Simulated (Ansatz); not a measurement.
**BaZrSeO2: complex band structure**

Wanted: the relaxed cell of BaZrSeO2, its band edges and its decay constants. It is built by putting Se for part of the O in the BaZrO3 structure of space group Pm-3m, with the volume rescaled by atomic radii. The parent structure comes from the Materials Project.

Program: Ansatz 0.2.0. Level of theory: LDA DFT, plane waves, PAW files, in the first sound run; inputs show where later runs differ. Results are calculated unless marked as measured.

The structure was built from a prototype and need not be the compound's stable phase.

## Step 1: The starting structure

It takes space group P4/mmm (No. 123, tetragonal). The conventional cell has a = 4.392 Å, b = 4.392 Å, c = 4.392 Å, α = 90.00°, β = 90.00°, γ = 90.00°. Nearest to Ba lie 8 O at 3.11 Å and 4 Se at 3.11 Å. Zr has 4 O at 2.20 Å and 2 Se at 2.20 Å nearest. Nearest to O lie 2 Zr at 2.20 Å and 4 Ba at 3.11 Å. Nearest to Se lie 2 Zr at 2.20 Å and 4 Ba at 3.11 Å. It derives from BaZrO3. Se for part of the O in the BaZrO3 structure of space group Pm-3m. Farther neighbours and most contacts between anions are not listed.

## Step 2: Cell and atoms at rest

The substituted atoms don't fit the parent's cell, so cell and atoms relax together. A small smearing keeps the run stable in case the gap closes on the way.

input.yaml reads:

```yaml
crystal:
  lattice:
    - [4.391945345, 0.0, 0.0]
    - [0.0, 4.391945345, 0.0]
    - [0.0, 0.0, 4.391945345]
  atoms:
    - { symbol: Ba, position: [0.0, 0.0, 0.0] }
    - { symbol: Zr, position: [0.5, 0.5, 0.5] }
    - { symbol: O, position: [0.5, 0.0, 0.5] }
    - { symbol: O, position: [0.5, 0.5, 0.0] }
    - { symbol: Se, position: [0.0, 0.5, 0.5] }
kpoints:
  mp_grid: { grid: [6, 6, 6] }
scf:
  occupations: { method: gaussian, width: 0.03 }
hamiltonian:
  xc: lda
output:
  forces: true
  stress: true
relax:
  f_tol: 0.02
  max_steps: 60
  cell: {}
```

Run with:

```sh
ansatz run input.yaml --threads 2 --pin off --max-ram 4096MiB --backend cpu --events-out ev --progress --plain --runs-dir out
```

Numbers of over 12 decimals in the logs are rounded to 6 here.

The log of the run:

```text
Engine: ansatz 0.2.0, aarch64-unknown-linux-gnu
Pseudopotentials: kind: paw
Pseudopotential: Ba, paw, valence charge 10, recommended cutoff 420 eV (normal), Ba.paw.azcp
Pseudopotential: Zr, paw, valence charge 12, recommended cutoff 420 eV (normal), Zr.paw.azcp
Pseudopotential: O, paw, valence charge 6, recommended cutoff 420 eV (normal), O.paw.azcp
Pseudopotential: Se, paw, valence charge 16, recommended cutoff 420 eV (normal), Se.paw.azcp
Functional definition: SPW92
  exchange = slater_x
  correlation = pw_c
Crystal: 5 atoms, lattice volume = 84.717 Å³
Basis set: ecut = 420 eV, 1647 PW (Γ)
Bands: 30, of which v1, the nominal top of the filled ones, is band 25 counted from 1 (24 counted from 0)
Symmetry: 16 space group operations
Space group: P4/mmm (ITA 123), of the structure as read, at distance tolerance 4.4e-5 Å
k-points: 40 of 216
Non-local potential: Ba, projectors of the file, l = 0: 3, l = 1: 2, l = 2: 2, l = 3: 2
Non-local potential: Zr, projectors of the file, l = 0: 3, l = 1: 2, l = 2: 2, l = 3: 2
Non-local potential: O, projectors of the file, l = 0: 2, l = 1: 2, l = 2: 1
Non-local potential: Se, projectors of the file, l = 0: 2, l = 1: 2, l = 2: 3, l = 3: 1
PAW form: soft (Blöchl's): semilocal exchange-correlation on the pseudo side does not see the compensation charge
PAW frozen core: Ba, regenerated for the run's functional, and the local potential with it (the file was generated under x = pbe(κ = 0.804, μ = 0.219515), c = pbe(β = 0.066725))
PAW frozen core: Zr, regenerated for the run's functional, and the local potential with it (the file was generated under x = pbe(κ = 0.804, μ = 0.219515), c = pbe(β = 0.066725))
PAW frozen core: O, regenerated for the run's functional, and the local potential with it (the file was generated under x = pbe(κ = 0.804, μ = 0.219515), c = pbe(β = 0.066725))
PAW frozen core: Se, regenerated for the run's functional, and the local potential with it (the file was generated under x = pbe(κ = 0.804, μ = 0.219515), c = pbe(β = 0.066725))
PAW one-centre angular grid: Ba, 194 points (default); XC on 64 Gauss nodes
PAW one-centre angular grid: Zr, 590 points (default); XC on 64 Gauss nodes
PAW one-centre angular grid: O, 110 points (default); XC on 64 Gauss nodes
PAW one-centre angular grid: Se, 590 points (default); XC on 64 Gauss nodes
Initial density: superposition of atomic densities (neutral atoms: chi_scale 0, normalization atom), corrected by the library's trained network
Initial wavefunctions: pseudopotential atomic-orbital guess
Functional: x = slater, c = lda
SCF iter   1: F=—  HF=-16355.929940 eV  |F-HF|=—  |Δ(HF+E_count)|=         —  Δρ=1.66e-2  dr2=2.51e-1  ethr=1.77e-3  ⟨swp⟩=7.2  Hψ=5682  notcnv=0
preconditioner: auto → Resta (q_TF=auto, 2.499 Å⁻¹)  ε∞=5.2  [insulator: Δε(μ)=0.279 eV  Ē_g=10.793 eV  σ=0.030 eV  W_gap=0.57  n_scr=26 (ndim 8)  ℏωp=22.1 eV  f_vac=0.003  D(μ)=0.45/eV (n_scr^D=0)  ε∞_Penn≈5.2]
SCF iter   2: F=—  HF=-16355.882476 eV  |F-HF|=—  |Δ(HF+E_count)|=   4.75e-2  Δρ=7.71e-3  dr2=3.10e-2  ethr=5.02e-4  ⟨swp⟩=2.3  Hψ=2281  notcnv=0  defer=36
SCF iter   3: F=—  HF=-16355.875396 eV  |F-HF|=—  |Δ(HF+E_count)|=   7.08e-3  Δρ=2.29e-3  dr2=4.35e-3  ethr=6.21e-5  ⟨swp⟩=2.0  Hψ=1948  notcnv=0  defer=38
SCF iter   4: F=—  HF=-16355.874014 eV  |F-HF|=—  |Δ(HF+E_count)|=   1.38e-3  Δρ=4.95e-4  dr2=2.50e-4  ethr=8.71e-6  ⟨swp⟩=2.0  Hψ=2022  notcnv=0  defer=38
SCF iter   5: F=—  HF=-16355.873945 eV  |F-HF|=—  |Δ(HF+E_count)|=   6.91e-5  Δρ=1.06e-4  dr2=1.78e-5  ethr=5.01e-7  ⟨swp⟩=2.0  Hψ=2137  notcnv=0  defer=38
SCF iter   6: F=—  HF=-16355.873936 eV  |F-HF|=—  |Δ(HF+E_count)|=   9.67e-6  Δρ=5.05e-5  dr2=3.82e-6  ethr=3.55e-8  ⟨swp⟩=2.0  Hψ=2141  notcnv=0  defer=37
SCF iter   7: F=—  HF=-16355.873935 eV  |F-HF|=—  |Δ(HF+E_count)|=   1.02e-6  Δρ=1.56e-5  dr2=3.22e-7  ethr=7.63e-9  ⟨swp⟩=2.0  Hψ=2119  notcnv=0  defer=37
SCF iter   8: F=-16355.873934 eV  HF=-16355.873934 eV  |F-HF|=5.11e-9  |Δ(HF+E_count)|=   8.69e-8  Δρ=4.30e-6  dr2=2.46e-8  ethr=2.00e-10  ⟨swp⟩=5.0  Hψ=4607  notcnv=0
SCF 1 converged in 8 iterations: F = -16355.873934 eV  dr2 = 2.46e-8
  greatest PAW one-centre occupation: 1.000 electrons in one spin orbital (limit 2), on the Se atom at site 4 (counted from 0), in its partial waves of l = 2
relax step   1: F+E_penalty+E_count = -16355.87393446 eV  Δ(F+E_penalty+E_count) = +0.000e0 eV  max|allowed force component| = 9.940e-30 eV/Å  Δτ_max = 0.0000 Å  P = +18.412 GPa  Ω = 84.717 Å³  (8 SCF iters, dr2 threshold 1.00e-7 eV, accepted)
Crystal: 5 atoms, lattice volume = 87.841 Å³
Basis set: ecut = 420 eV, 1735 PW (Γ)
Initial density: handed on by an earlier stage of this run
Initial wavefunctions: those handed on with the density
iter 1 solved again at ethr=1.75e-4 eV; its pass at ethr=3.10e-3 eV (dr2=8.77e-2 eV) is discarded
SCF iter   1: F=—  HF=-16357.333493 eV  |F-HF|=—  |Δ(HF+E_count)|=         —  Δρ=8.24e-3  dr2=9.05e-2  ethr=1.75e-4  ⟨swp⟩=1.9  Hψ=7085  notcnv=0
preconditioner: auto → Resta (q_TF=auto, 2.484 Å⁻¹)  ε∞=5.0  [insulator: Δε(μ)=0.732 eV  Ē_g=10.839 eV  σ=0.030 eV  W_gap=1.00  n_scr=26 (ndim 8)  ℏωp=21.7 eV  f_vac=0.006  D(μ)=0.00/eV (n_scr^D=0)  ε∞_Penn≈5.0]
SCF iter   2: F=—  HF=-16357.309533 eV  |F-HF|=—  |Δ(HF+E_count)|=   2.40e-2  Δρ=4.48e-3  dr2=1.96e-2  ethr=1.75e-4  ⟨swp⟩=2.7  Hψ=1994  notcnv=0
SCF iter   3: F=—  HF=-16357.304055 eV  |F-HF|=—  |Δ(HF+E_count)|=   5.48e-3  Δρ=2.26e-3  dr2=5.19e-3  ethr=3.91e-5  ⟨swp⟩=2.2  Hψ=2204  notcnv=0  defer=12
SCF iter   4: F=—  HF=-16357.302644 eV  |F-HF|=—  |Δ(HF+E_count)|=   1.41e-3  Δρ=4.45e-4  dr2=1.99e-4  ethr=1.04e-5  ⟨swp⟩=2.1  Hψ=1925  notcnv=0  defer=12
SCF iter   5: F=—  HF=-16357.302608 eV  |F-HF|=—  |Δ(HF+E_count)|=   3.66e-5  Δρ=1.04e-4  dr2=1.31e-5  ethr=3.97e-7  ⟨swp⟩=2.0  Hψ=2118  notcnv=0  defer=12
SCF iter   6: F=—  HF=-16357.302606 eV  |F-HF|=—  |Δ(HF+E_count)|=   1.48e-6  Δρ=3.46e-5  dr2=1.55e-6  ethr=2.62e-8  ⟨swp⟩=2.0  Hψ=2140  notcnv=0  defer=12
SCF iter   7: F=-16357.302605 eV  HF=-16357.302605 eV  |F-HF|=9.77e-8  |Δ(HF+E_count)|=   9.16e-7  Δρ=1.32e-5  dr2=2.04e-7  ethr=1.00e-9  ⟨swp⟩=6.0  Hψ=5218  notcnv=0
SCF 2 converged in 7 iterations: F = -16357.302605 eV  dr2 = 2.04e-7
relax step   2: F+E_penalty+E_count = -16357.30260526 eV  Δ(F+E_penalty+E_count) = -1.429e0 eV  max|allowed force component| = 2.335e-29 eV/Å  Δτ_max = 0.0000 Å  P = +8.853 GPa  Ω = 87.841 Å³  energy of the carried Pulay correction = -8.518e-3 eV  (7 SCF iters, dr2 threshold 5.00e-7 eV, accepted)
Crystal: 5 atoms, lattice volume = 88.282 Å³
Basis set: ecut = 420 eV, 1697 PW (Γ)
[...]
SCF iter   4: F=—  HF=-16358.171184 eV  |F-HF|=—  |Δ(HF+E_count)|=   1.86e-3  Δρ=5.65e-4  dr2=3.16e-4  ethr=1.52e-5  ⟨swp⟩=2.0  Hψ=2223  notcnv=0  defer=11
SCF iter   5: F=—  HF=-16358.171115 eV  |F-HF|=—  |Δ(HF+E_count)|=   6.82e-5  Δρ=1.51e-4  dr2=3.65e-5  ethr=6.32e-7  ⟨swp⟩=2.2  Hψ=2145  notcnv=0  defer=12
SCF iter   6: F=—  HF=-16358.171102 eV  |F-HF|=—  |Δ(HF+E_count)|=   1.30e-5  Δρ=5.64e-5  dr2=4.27e-6  ethr=7.31e-8  ⟨swp⟩=2.4  Hψ=2160  notcnv=0  defer=12
SCF iter   7: F=—  HF=-16358.171101 eV  |F-HF|=—  |Δ(HF+E_count)|=   1.68e-6  Δρ=2.41e-5  dr2=7.60e-7  ethr=8.53e-9  ⟨swp⟩=3.0  Hψ=2301  notcnv=0  defer=12
SCF iter   8: F=-16358.171101 eV  HF=-16358.171101 eV  |F-HF|=1.04e-8  |Δ(HF+E_count)|=   1.58e-7  Δρ=5.83e-6  dr2=4.81e-8  ethr=1.00e-9  ⟨swp⟩=5.6  Hψ=5316  notcnv=0
SCF 3 converged in 8 iterations: F = -16358.171101 eV  dr2 = 4.81e-8
relax step   3: F+E_penalty+E_count = -16358.17110057 eV  Δ(F+E_penalty+E_count) = -8.685e-1 eV  max|allowed force component| = 4.528e-29 eV/Å  Δτ_max = 0.0000 Å  P = +6.095 GPa  Ω = 88.282 Å³  energy of the carried Pulay correction = -1.049e-2 eV  (8 SCF iters, dr2 threshold 5.00e-7 eV, accepted)
[... from here on, the SCF cycles and remarks between the steps are left out ...]
relax step   4: F+E_penalty+E_count = -16358.48915252 eV  Δ(F+E_penalty+E_count) = -3.181e-1 eV  max|allowed force component| = 2.651e-29 eV/Å  Δτ_max = 0.0000 Å  P = -0.535 GPa  Ω = 92.427 Å³  energy of the carried Pulay correction = -2.109e-2 eV  (7 SCF iters, dr2 threshold 5.00e-7 eV, accepted)
relax step   5: F+E_penalty+E_count = -16358.54828097 eV  Δ(F+E_penalty+E_count) = -5.913e-2 eV  max|allowed force component| = 3.787e-30 eV/Å  Δτ_max = 0.0000 Å  P = -0.280 GPa  Ω = 92.608 Å³  energy of the carried Pulay correction = -2.205e-2 eV  (7 SCF iters, dr2 threshold 5.00e-7 eV, accepted)
relax step   6: F+E_penalty+E_count = -16358.54909483 eV  Δ(F+E_penalty+E_count) = -8.139e-4 eV  max|allowed force component| = 1.041e-29 eV/Å  Δτ_max = 0.0000 Å  P = +0.045 GPa  Ω = 92.370 Å³  energy of the carried Pulay correction = -2.147e-2 eV  (4 SCF iters, dr2 threshold 4.96e-7 eV, accepted)
relax step   7: F+E_penalty+E_count = -16358.66825628 eV  Δ(F+E_penalty+E_count) = -1.192e-1 eV  max|allowed force component| = 1.625e-29 eV/Å  Δτ_max = 0.0000 Å  P = +1.375 GPa  Ω = 92.370 Å³  stress off target by 3.29e0 GPa  SCF on the basis re-selected at this cell (its energy is not comparable with the rows above)  (9 SCF iters)
relax step   8: F+E_penalty+E_count = -16358.67940956 eV  Δ(F+E_penalty+E_count) = -1.115e-2 eV  max|allowed force component| = 4.575e-30 eV/Å  Δτ_max = 0.0000 Å  P = +0.317 GPa  Ω = 93.473 Å³  energy of the carried Pulay correction = -2.665e-3 eV  (5 SCF iters, dr2 threshold 5.00e-7 eV, accepted)
relax step   9: F+E_penalty+E_count = -16358.67919676 eV  Δ(F+E_penalty+E_count) = +2.128e-4 eV  max|allowed force component| = 8.283e-30 eV/Å  Δτ_max = 0.0000 Å  P = -0.004 GPa  Ω = 93.804 Å³  energy of the carried Pulay correction = -3.512e-3 eV  (4 SCF iters, dr2 threshold 5.00e-7 eV, accepted)
relax step  10: F+E_penalty+E_count = -16358.68308609 eV  Δ(F+E_penalty+E_count) = -3.889e-3 eV  max|allowed force component| = 1.136e-29 eV/Å  Δτ_max = 0.0000 Å  P = +0.009 GPa  Ω = 93.804 Å³  stress off target by 7.00e-2 GPa  SCF on the basis re-selected at this cell (its energy is not comparable with the rows above)  (7 SCF iters)
relax step  11: F+E_penalty+E_count = -16358.68304580 eV  Δ(F+E_penalty+E_count) = +4.029e-5 eV  max|allowed force component| = 4.899e-29 eV/Å  Δτ_max = 0.0000 Å  P = -0.002 GPa  Ω = 93.826 Å³  energy of the carried Pulay correction = -4.913e-5 eV  (4 SCF iters, dr2 threshold 1.23e-8 eV, accepted)
iter 1 solved again at ethr=2.95e-7 eV; its pass at ethr=3.10e-3 eV (dr2=1.48e-4 eV) is discarded
SCF iter   1: F=—  HF=-16358.683053 eV  |F-HF|=—  |Δ(HF+E_count)|=         —  Δρ=2.78e-6  dr2=6.15e-9  ethr=2.95e-7  ⟨swp⟩=3.0  Hψ=9065  notcnv=0
eigensolver tolerance schedule: the retry pair's looser diagonalisation over-reported the residual by 23990.39 of it (diagonalisation noise at an unbounded share of the residual, at the tolerance the schedule requests for it); recorded, not acted on — ethr = c·dr2/N_el stays at c = 1.0e-1
preconditioner: auto → Resta (q_TF=auto, 2.457 Å⁻¹)  ε∞=4.9  [insulator: Δε(μ)=1.555 eV  Ē_g=10.583 eV  σ=0.030 eV  W_gap=1.00  n_scr=28 (ndim 8)  ℏωp=21.0 eV  f_vac=0.008  D(μ)=0.00/eV (n_scr^D=0)  ε∞_Penn≈4.9]
SCF iter   2: F=—  HF=-16358.683055 eV  |F-HF|=—  |Δ(HF+E_count)|=   1.67e-6  Δρ=1.59e-6  dr2=2.65e-9  ethr=1.23e-11  ⟨swp⟩=3.5  Hψ=3047  notcnv=0
SCF iter   3: F=—  HF=-16358.683055 eV  |F-HF|=—  |Δ(HF+E_count)|=  1.13e-10  Δρ=5.37e-7  dr2=2.60e-10  ethr=5.30e-12  ⟨swp⟩=2.5  Hψ=2018  notcnv=0
SCF iter   4: F=—  HF=-16358.683055 eV  |F-HF|=—  |Δ(HF+E_count)|=  4.37e-11  Δρ=3.03e-7  dr2=8.79e-11  ethr=1.00e-12  ⟨swp⟩=2.1  Hψ=2146  notcnv=0
SCF iter   5: F=-16358.683055 eV  HF=-16358.683055 eV  |F-HF|=7.28e-12  |Δ(HF+E_count)|=  1.82e-11  Δρ=1.47e-7  dr2=1.32e-11  ethr=1.00e-12  ⟨swp⟩=4.5  Hψ=4418  notcnv=0
SCF 12 converged in 5 iterations: F = -16358.683055 eV  dr2 = 1.32e-11
relax step  12: F+E_penalty+E_count = -16358.68305491 eV  Δ(F+E_penalty+E_count) = -9.107e-6 eV  max|allowed force component| = 4.442e-29 eV/Å  Δτ_max = 0.0000 Å  P = -0.002 GPa  Ω = 93.826 Å³  stress off target by 3.29e-3 GPa  SCF on the basis re-selected at this cell (its energy is not comparable with the rows above)  (5 SCF iters)
basis re-selected at this cell: Δ(F+E_penalty+E_count) = -9.107e-6 eV, ΔP = +0.000 GPa vs the last step (what re-selecting the basis moved, of the pressure what is left beyond the Pulay correction that the steps carried, after the strain that the cell walked since its last selection, with what the two solves' SCF thresholds leave and, on support functions, any second-order correction that the steps lacked; it is no m [...]
SCF converged after 5 iterations
Free energy (F): -16358.683055 eV
Harris-Foulkes:  -16358.683055 eV  (|F-HF|=7.28e-12)
Internal energy: -16358.683055 eV  (E = F + TS)
E sigma→0 (E₀):  -16358.683055 eV
Fermi energy:    10.170919 eV
--- Per-component energies (eV) ---
  E_band       = -494.701934
  E_kinetic    = 974.530930
  E_local      = -4231.405457  (includes V_loc(G=0)·N_el)
  E_nonlocal   = -350.888561
  E_hartree    = 1853.495523
  E_xc         = -580.659767
  E_vxc        = -617.411233  (∫ρ·V_xc dr)
  E_paw        = -10024.447517  (= ΣΔE_a)
  E_vpaw       = 23.477041  (= ΣTr[D̂ρ^β])
  E_aug_tail   = 0.004391  (compensation charges beyond the density's cutoff)
  E_ewald      = -4002.376718
  E_core_change = 3.064122  (= ΣΔE_core)
  E_smearing   = -0.000000  (= −TS)
  E_closure    = -0.000000  (closes the sum)
  Σ components = -16358.683055   (vs F -16358.683055, Δ=0.00e0)
--- Forces (eV/Å), atoms counted from 1 ---
  atom   1  Ba     0.00000000     0.00000000     0.00000000
  atom   2  Zr    -0.00000000     0.00000000     0.00000000
  atom   3  O      0.00000000    -0.00000000     0.00000000
  atom   4  O      0.00000000    -0.00000000     0.00000000
  atom   5  Se     0.00000000     0.00000000    -0.00000000
  max |Σ_I F_I| component: 9.34e-29 eV/Å
--- Stress (GPa, compression-positive) ---
        0.001441       0.000000       0.000000
        0.000000      -0.003287       0.000000
        0.000000       0.000000      -0.003287
  P = ⅓ Tr σ = -0.0017 GPa (-0.017 kbar)
--- Relaxed structure (9 steps of the walk, 9 accepted, 3 SCFs on fresh bases) ---
  F+E_penalty+E_count = -16358.68305491 eV   max|allowed force component| = 4.442e-29 eV/Å   (the final SCF, on the basis selected at the relaxed cell)
  cell:  # Å, volume = 93.8261 Å³
    - [5.238720, 0, 0.0]
    - [0, 4.232034, 0.0]
    - [0.0, 0.0, 4.232034]
  atoms:
    - { symbol: Ba, position: [0, 0, 0.0] }
    - { symbol: Zr, position: [0.500000, 0.5, 0.5] }
    - { symbol: O, position: [0.500000, 0, 0.5] }
    - { symbol: O, position: [0.500000, 0.5, 0.0] }
    - { symbol: Se, position: [0, 0.5, 0.5] }
```

Run time: 33 s. Hardware: 2 threads of Arm Neoverse V2, shared host; peak memory 0.45 GiB.

The steps of the relaxation:

| step | energy less that of the first step (eV) | largest force component (eV/Å) | pressure (GPa) | volume (Å³) |
| --- | --- | --- | --- | --- |
| 1 | 0.0000 | 0.0000 | 18.41 | 84.72 |
| 2 | -1.4287 | 0.0000 | 8.85 | 87.84 |
| 3 | -2.2972 | 0.0000 | 6.10 | 88.28 |
| 4 | -2.6152 | 0.0000 | -0.54 | 92.43 |
| 5 | -2.6743 | 0.0000 | -0.28 | 92.61 |
| 6 | -2.6752 | 0.0000 | 0.04 | 92.37 |
| 7* | -2.7943 | 0.0000 | 1.38 | 92.37 |
| 8 | -2.8055 | 0.0000 | 0.32 | 93.47 |
| 9 | -2.8053 | 0.0000 | 0.00 | 93.80 |
| 10* | -2.8092 | 0.0000 | 0.01 | 93.80 |
| 11 | -2.8091 | 0.0000 | 0.00 | 93.83 |
| 12* | -2.8091 | 0.0000 | 0.00 | 93.83 |

Relaxation steps marked * repeat the geometry before them on a plane-wave basis chosen anew for their cell, so energy and pressure can jump there.

Forces are held to the 16 operations that the run works with; a distortion that breaks them can't arise in this run.

| cell as run | before | after | change |
| --- | --- | --- | --- |
| a (Å) | 4.392 | 5.239 | +19.3 % |
| b (Å) | 4.392 | 4.232 | -3.6 % |
| c (Å) | 4.392 | 4.232 | -3.6 % |
| volume (Å³/atom) | 16.94 | 18.77 | +10.8 % |

Final coordinates:

```cif
data_structure
_symmetry_space_group_name_H-M 'P 1'
_symmetry_Int_Tables_number 1
_cell_length_a 5.2387
_cell_length_b 4.2320
_cell_length_c 4.2320
_cell_angle_alpha 90.000
_cell_angle_beta 90.000
_cell_angle_gamma 90.000
_cell_volume 93.83
loop_
_atom_site_label
_atom_site_type_symbol
_atom_site_fract_x
_atom_site_fract_y
_atom_site_fract_z
_atom_site_occupancy
Ba1 Ba 0.00000 0.00000 0.00000 1
Zr2 Zr 0.50000 0.50000 0.50000 1
O3 O 0.50000 0.00000 0.50000 1
O4 O 0.50000 0.50000 0.00000 1
Se5 Se 0.00000 0.50000 0.50000 1
```

Numbers from this step:

| Item | Value |
| --- | --- |
| free energy | -16358.6831 eV |
| Fermi energy | 10.17 eV |
| pressure | -0.001711 GPa |

The largest force component on a free atom ends at 4.4e-29 eV/Å.

[end of part 1 of 3]

[Logs are printed without paths, hosts, clocks, repeated set-up lines and the standing remarks that a program may print on its own settings, such as how far it seeks lower states.]

[Hosts, paths, dates, database ids (printed as entryN), source tags and the programs' standing remarks are cut or masked in the printed files.]
